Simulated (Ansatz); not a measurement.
# NaN2: relaxing a made-up structure, part 2 of 2

Starting from a made-up structure for NaN2, the aim is the relaxed cell, its shortest contacts and, where a second run follows, its electronic structure.

Ansatz 0.2.0; DFT, r2SCAN, plane-wave PAW, files of the set soft_1, scalar-relativistic, no spin, cell and ions relaxed at zero pressure; PAW set soft_1 (the session's first sound run).

So far: The starting structure; Relaxing cell and atoms.

## 2. Relaxing cell and atoms (continued)

Relaxation path:

```tsv
step	energy less that of the first step (eV)	largest force component (eV/Å)	pressure (GPa)	volume (Å³)
1	0.0000	0.0000	-18.99	40.72
2	-0.5609	0.0000	-14.59	36.47
3	-0.9154	0.0000	-7.21	32.44
4	-0.9727	0.0000	2.67	29.25
5	-0.9828	0.0000	-0.22	30.31
6	-0.9836	0.0000	-0.02	30.17
7*	-0.9805	0.0000	-0.05	30.17
8	-0.9805	0.0000	0.00	30.16
9*	-0.9805	0.0000	0.00	30.16
```

Relaxation steps marked * repeat the geometry before them on a plane-wave basis chosen anew for their cell, so energy and pressure can jump there.

The run keeps the 24 symmetry operations that it works with, so distortions that break them were not tested.

```tsv
cell as run	before	after	change
a (Å)	3.533	3.089	-12.6 %
b (Å)	3.533	3.089	-12.6 %
c (Å)	3.767	3.651	-3.1 %
volume (Å³/atom)	13.57	10.05	-25.9 %
```

The relaxed structure:

```xyz
3
Lattice="3.0887 0.0000 0.0000 -1.5443 2.6749 0.0000 0.0000 0.0000 3.6508" Properties=species:S:1:pos:R:3 pbc="T T T"
Na    0.0000    0.0000    0.0000
N     1.5443    0.8916    1.8254
N     0.0000    1.7832    1.8254
```

Numbers from this step:

- free energy: -2254.1321 eV
- energy at zero smearing: -2254.1289 eV
- smearing term TS: 0.006297 eV
- Fermi energy: 7.128 eV
- electrons: 19
- symmetry operations: 24
- pressure: 2.05e-4 GPa

The shortest distance of each pair, which need not be the same contact before and after:

```tsv
pair	guess (Å)	relaxed (Å)
N–N	2.040	1.783
N–Na	2.776	2.552
Na–Na	3.533	3.089
```

The relaxation ends with a pressure of 0.00 GPa.

## 3. Electronic structure of the relaxed cell

A second self-consistent run takes a narrower smearing and the mesh shown in its input; the bands follow along the standard path of the relaxed lattice.

This step: DFT, r2SCAN, plane-wave PAW, files of the set soft_1, scalar-relativistic, no spin, bands and density of states at the relaxed cell; PAW set soft_1 (Ansatz 0.2.0).

Contents of input.yaml:

```yaml
crystal:
  lattice:
    - [3.0886577373, 0.0, 0.0]
    - [-1.5443288687, 2.6748560641, 0.0]
    - [0.0, 0.0, 3.6507537224]
  atoms:
    - { symbol: Na, position: [0.0, 0.0, 0.0] }
    - { symbol: "N", position: [0.6666666667, 0.3333333333, 0.5] }
    - { symbol: "N", position: [0.3333333333, 0.6666666667, 0.5] }
kpoints:
  mp_grid: { grid: [12, 12, 8] }
  band_path:
    path:
      - [[0.0, 0.0, 0.0], [0.5, 0.0, 0.0], [0.33333333, 0.33333333, 0.0], [0.0, 0.0, 0.0], [0.0, 0.0, 0.5], [0.5, 0.0, 0.5], [0.33333333, 0.33333333, 0.5], [0.0, 0.0, 0.5]]
      - [[0.5, 0.0, 0.5], [0.5, 0.0, 0.0]]
      - [[0.33333333, 0.33333333, 0.0], [0.33333333, 0.33333333, 0.5]]
    npoints: 8
scf:
  occupations: { method: fermi_dirac, width: 0.03 }
  n_extra_bands: 7
hamiltonian:
  xc: r2scan
  pseudopotentials: { kind: paw, azcp: { folder: soft_1 } }
output:
  forces: true
  stress: true
  write_bands: true
  dos: { projected: true }
  write_density: true
  write_potential: true
  elf: true
  volumetric_format: npy
```

Started as:

```bash
ansatz run input.yaml --threads 4 --pin off --max-ram 8192MiB --backend cpu --events-out ev --progress --plain --runs-dir out
```

Numbers of over 12 decimals in the logs are rounded to 6 here.

The program printed:

```text
[...]
Crystal: 3 atoms, lattice volume = 30.161 Å³
Basis set: ecut = 500 eV, 769 PW (Γ), exchange–correlation on 96×96×108 points (64 copies of the dense FFT grid, shifted against one another)
Bands: 17, of which v1, the nominal top of the filled ones, is band 10 counted from 1 (9 counted from 0)
Symmetry: 24 space group operations
[...]
k-points: 95 of 1152
[...]
SCF iter   1: F=—  HF=-2255.006987 eV  |F-HF|=—  |Δ(HF+E_count)|=         —  Δρ=1.06e-1  dr2=2.29e0  dr2_τ=1.58e-2  ethr=3.10e-3  ⟨swp⟩=5.1  Hψ=7936  notcnv=0
[...]
SCF iter   7: F=-2254.147076 eV  HF=-2254.147076 eV  |F-HF|=2.87e-10  |Δ(HF+E_count)|=   2.68e-9  Δρ=1.81e-6  dr2=3.07e-10  dr2_τ=9.95e-11  ethr=3.39e-10  ⟨swp⟩=5.8  Hψ=7574  notcnv=0
SCF 1 converged in 7 iterations: F = -2254.147076 eV  dr2 = 3.07e-10
[...]
NSCF: frozen V_eff on 75 k-points
SCF converged after 7 iterations
Free energy (F): -2254.147076 eV
[...]
Internal energy: -2254.146070 eV  (E = F + TS)
E sigma→0 (E₀):  -2254.146573 eV
Entropy (-TS):   -0.001006 eV (-0.335 meV/atom)
Fermi energy:    6.984358 eV
[...]
--- Stress (GPa, compression-positive) ---
        1.268170      -0.000000       0.000000
       -0.000000       1.268170      -0.000000
        0.000000      -0.000000      -0.035076
  P = ⅓ Tr σ = 0.8338 GPa (8.338 kbar)
--- Band table (eV; the first three rows and the last of 95) ---
  k-point 0: bands = [... 6 lower, 1.7464, 2.0902, 2.0902, 9.1945, 9.3915, 9.3915, 10.5028, 20.1000, ... 3 higher]
  k-point 1: bands = [... 6 lower, 1.4646, 2.0991, 2.0991, 9.1427, 9.3860, 9.3860, 11.0819, 20.1742, ... 3 higher]
  k-point 2: bands = [... 6 lower, 0.8653, 2.1206, 2.1206, 9.0192, 9.3727, 9.3727, 12.5269, 20.2773, ... 3 higher]
  k-point 94: bands = [... 6 lower, -1.0338, 4.0651, 4.0651, 8.9763, 8.9763, 14.7697, 16.4775, 19.0391, ... 3 higher]
```

Run time: 2.5 s. Hardware: 4 threads of Arm Neoverse V2, shared host; peak memory 0.4 GiB.

In the SCF lines HF is the Harris–Foulkes energy and dr2 the Hartree energy of the density residual, in eV; the loop may stop once dr2 is under the threshold and the program's other checks hold. Hψ counts applications of the Hamiltonian.

Numbers from this step:

```yaml
free_energy: -2254.1471 eV
energy_at_zero_smearing: -2254.1466 eV
smearing_term_ts: 0.001006 eV
fermi_energy: 6.984 eV
pressure: 0.8338 GPa
```

bands.tsv at the labelled points (eV, zero at the Fermi level; the bands that come nearest the Fermi level along the path):

```tsv
point	band 6	band 7	band 8	band 9	band 10	band 11	band 12	band 13
Γ	-7.44	-5.24	-4.89	-4.89	2.21	2.41	2.41	3.52
M	-14.50	-6.49	-3.22	-2.26	-0.84	5.11	6.30	7.67
K	-15.73	-8.24	-2.07	-2.07	1.96	1.96	7.78	8.98
Γ	-7.44	-5.24	-4.89	-4.89	2.21	2.41	2.41	3.52
A	-7.37	-6.84	-4.83	-4.83	1.86	2.37	2.37	8.11
L	-14.32	-6.49	-4.06	-2.06	-1.88	5.15	6.33	10.36
H	-15.70	-8.02	-2.92	-2.92	1.99	1.99	7.79	9.49
A	-7.37	-6.84	-4.83	-4.83	1.86	2.37	2.37	8.11
L	-14.32	-6.49	-4.06	-2.06	-1.88	5.15	6.33	10.36
M	-14.50	-6.49	-3.22	-2.26	-0.84	5.11	6.30	7.67
K	-15.73	-8.24	-2.07	-2.07	1.96	1.96	7.78	8.98
H	-15.70	-8.02	-2.92	-2.92	1.99	1.99	7.79	9.49
```

Counts of states for the cell as run, both spins, by energy window (eV from the Fermi level):

| from | to | total |
| --- | --- | --- |
| -8 | -7 | 0.60 |
| -7 | -6 | 1.04 |
| -6 | -5 | 0.85 |
| -5 | -4 | 0.78 |
| -4 | -3 | 0.84 |
| -3 | -2 | 0.66 |
| -2 | -1 | 1.29 |
| -1 | 0 | 0.93 |
| 0 | 1 | 0.61 |
| 1 | 2 | 0.37 |
| 2 | 3 | 0.97 |
| 3 | 4 | 0.98 |
| 4 | 5 | 0.77 |
| 5 | 6 | 0.59 |

Below -8 eV lie 12.0 more states.

Valence density in the ab plane at fractional z = 0.500, with atoms of N within 0.2 Å of it. It is the smooth field of the valence electrons, not physical close to the nuclei.

Values in e/Å³, 16 rows by 16 columns:
```
0.1 0.1 0.1 0.2 0.3 0.6 0.8 1.0 1.0 0.8 0.5 0.3 0.2 0.1 0.1 0.1
0.1 0.1 0.2 0.3 0.6 1.0 1.5 1.7 1.5 1.0 0.6 0.3 0.2 0.1 0.1 0.1
0.1 0.2 0.3 0.6 1.2 2.0 2.6 2.6 2.0 1.2 0.6 0.3 0.2 0.1 0.1 0.1
0.2 0.3 0.6 1.2 2.2 3.0 3.2 3.0 2.2 1.2 0.6 0.3 0.2 0.2 0.2 0.2
0.4 0.6 1.0 2.0 3.0 3.4 3.4 3.0 2.0 1.0 0.5 0.4 0.3 0.3 0.3 0.3
0.6 0.8 1.5 2.6 3.2 3.4 3.2 2.5 1.5 0.8 0.6 0.5 0.6 0.6 0.6 0.5
0.8 1.0 1.7 2.6 3.0 3.0 2.5 1.7 1.0 0.8 0.8 1.0 1.2 1.2 1.0 0.8
0.9 1.0 1.5 2.0 2.2 2.0 1.5 1.0 0.9 1.0 1.5 2.0 2.2 2.0 1.5 1.0
0.8 0.8 1.0 1.2 1.2 1.0 0.8 0.8 1.0 1.7 2.5 3.0 3.0 2.6 1.7 1.0
0.6 0.5 0.6 0.6 0.6 0.5 0.6 0.8 1.5 2.5 3.2 3.4 3.2 2.6 1.5 0.8
0.4 0.3 0.3 0.3 0.3 0.4 0.5 1.0 2.0 3.0 3.4 3.4 3.0 2.0 1.0 0.6
0.2 0.2 0.2 0.2 0.2 0.3 0.6 1.2 2.2 3.0 3.2 3.0 2.2 1.2 0.6 0.3
0.1 0.1 0.1 0.1 0.2 0.3 0.6 1.2 2.0 2.6 2.6 2.0 1.2 0.6 0.3 0.2
0.1 0.1 0.1 0.1 0.2 0.3 0.6 1.0 1.5 1.7 1.5 1.0 0.6 0.3 0.2 0.1
0.1 0.1 0.1 0.1 0.2 0.3 0.5 0.8 1.0 1.0 0.8 0.6 0.3 0.2 0.1 0.1
0.1 0.1 0.1 0.1 0.2 0.4 0.6 0.8 0.9 0.8 0.6 0.4 0.2 0.1 0.1 0.1
```
Columns run along a (3.1 Å), rows up along b (3.1 Å). Atoms in or near the plane, at fractional coordinates: N at (0.67, 0.33), N at (0.33, 0.67).

Electrostatic potential energy in the ab plane at fractional z = 0.500, with atoms of N within 0.2 Å of it. With pseudopotentials it is smooth inside the atoms' cores, unlike the true potential.

Ten even steps from '0' (-50 eV) to '9' (10 eV):
```
9999998778999999
9999875457899999
9998532235899999
9985200025899999
9973000037999999
9852000258998889
9742002479875578
9753235797532357
9875578974200247
9988899852000258
9999999730000379
9999998520002589
9999998532235899
9999998754578999
9999999877899999
9999999999999999
```
Columns run along a (3.1 Å; values clipped at the 3rd and 97th percentile), rows up along b (3.1 Å). Atoms in or near the plane, at fractional coordinates: N at (0.67, 0.33), N at (0.33, 0.67).

ELF in the ab plane at fractional z = 0.500, with atoms of N within 0.2 Å of it. It is the smooth field of the valence electrons, not physical close to the nuclei.

Values, 16 rows by 16 columns:
```
0.03 0.05 0.09 0.18 0.31 0.45 0.56 0.63 0.63 0.57 0.45 0.31 0.18 0.09 0.05 0.03
0.06 0.09 0.21 0.39 0.57 0.68 0.73 0.73 0.73 0.68 0.57 0.39 0.21 0.09 0.06 0.05
0.10 0.18 0.39 0.62 0.71 0.69 0.63 0.63 0.68 0.70 0.62 0.39 0.18 0.11 0.09 0.09
0.18 0.31 0.57 0.71 0.65 0.46 0.35 0.46 0.65 0.71 0.57 0.31 0.18 0.18 0.21 0.18
0.27 0.45 0.68 0.69 0.46 0.20 0.20 0.46 0.69 0.68 0.45 0.27 0.31 0.39 0.39 0.31
0.38 0.56 0.73 0.63 0.35 0.20 0.36 0.63 0.73 0.56 0.38 0.45 0.57 0.62 0.57 0.45
0.47 0.63 0.73 0.63 0.46 0.46 0.63 0.74 0.62 0.47 0.56 0.68 0.71 0.70 0.68 0.57
0.50 0.63 0.73 0.68 0.65 0.69 0.73 0.62 0.50 0.62 0.73 0.69 0.65 0.68 0.73 0.63
0.47 0.57 0.68 0.70 0.71 0.68 0.56 0.47 0.62 0.74 0.63 0.46 0.46 0.63 0.73 0.63
0.38 0.45 0.57 0.62 0.57 0.45 0.38 0.56 0.73 0.63 0.36 0.20 0.35 0.63 0.73 0.56
0.27 0.31 0.39 0.39 0.31 0.27 0.45 0.68 0.69 0.46 0.20 0.20 0.46 0.69 0.68 0.45
0.18 0.18 0.21 0.18 0.18 0.31 0.57 0.71 0.65 0.46 0.35 0.46 0.65 0.71 0.57 0.31
0.10 0.09 0.09 0.11 0.18 0.39 0.62 0.70 0.68 0.63 0.63 0.69 0.71 0.62 0.39 0.18
0.06 0.05 0.06 0.09 0.21 0.39 0.57 0.68 0.73 0.73 0.73 0.68 0.57 0.39 0.21 0.09
0.03 0.03 0.05 0.09 0.18 0.31 0.45 0.57 0.63 0.63 0.56 0.45 0.31 0.18 0.09 0.05
0.02 0.03 0.06 0.10 0.18 0.27 0.38 0.47 0.50 0.47 0.38 0.27 0.18 0.10 0.06 0.03
```
Columns run along a (3.1 Å), rows up along b (3.1 Å). Atoms in or near the plane, at fractional coordinates: N at (0.67, 0.33), N at (0.33, 0.67).

## 4. What came out

| Property | Result |
| --- | --- |
| space group, relaxed | P6/mmm |
| conventional cell | a = 3.089, b = 3.089, c = 3.651 Å; α = 90.0°, β = 90.0°, γ = 120.0° |
| volume per atom | 10.05 Å³ (guess 13.57) |

What this shows: NaN2 relaxes to P6/mmm with a = 3.089, b = 3.089 and c = 3.651 Å. The guessed volume was 35 % too large. The space group P6/mmm was held in the relaxation, so the end point is a stationary structure within it and may be a saddle against distortions or other arrangements. Bands cross the Fermi level, so it is a metal or semimetal at this level. The electron count is odd, which forces that without spin polarisation or a larger cell. On the 12×12×8 mesh with the narrower smearing (relaxed on 9×9×7) the forces vanish, as symmetry may demand, and the largest stress component is 1.268 GPa, against the relaxation's thresholds of 0.015 eV/Å and 0.05 GPa. The cutoff wasn't tested. A vector of the cell changed its length by 13 %, more than the volume shows. No dispersion term is used, so weakly bound directions may come out too long. Nothing here tests whether the compound is stable against decomposition.

[Logs are printed without paths, hosts, clocks, repeated set-up lines and the standing remarks that a program may print on its own settings, such as how far it seeks lower states.]

[Hosts, paths, dates, database ids (printed as entryN), source tags and the programs' standing remarks are cut or masked in the printed files.]
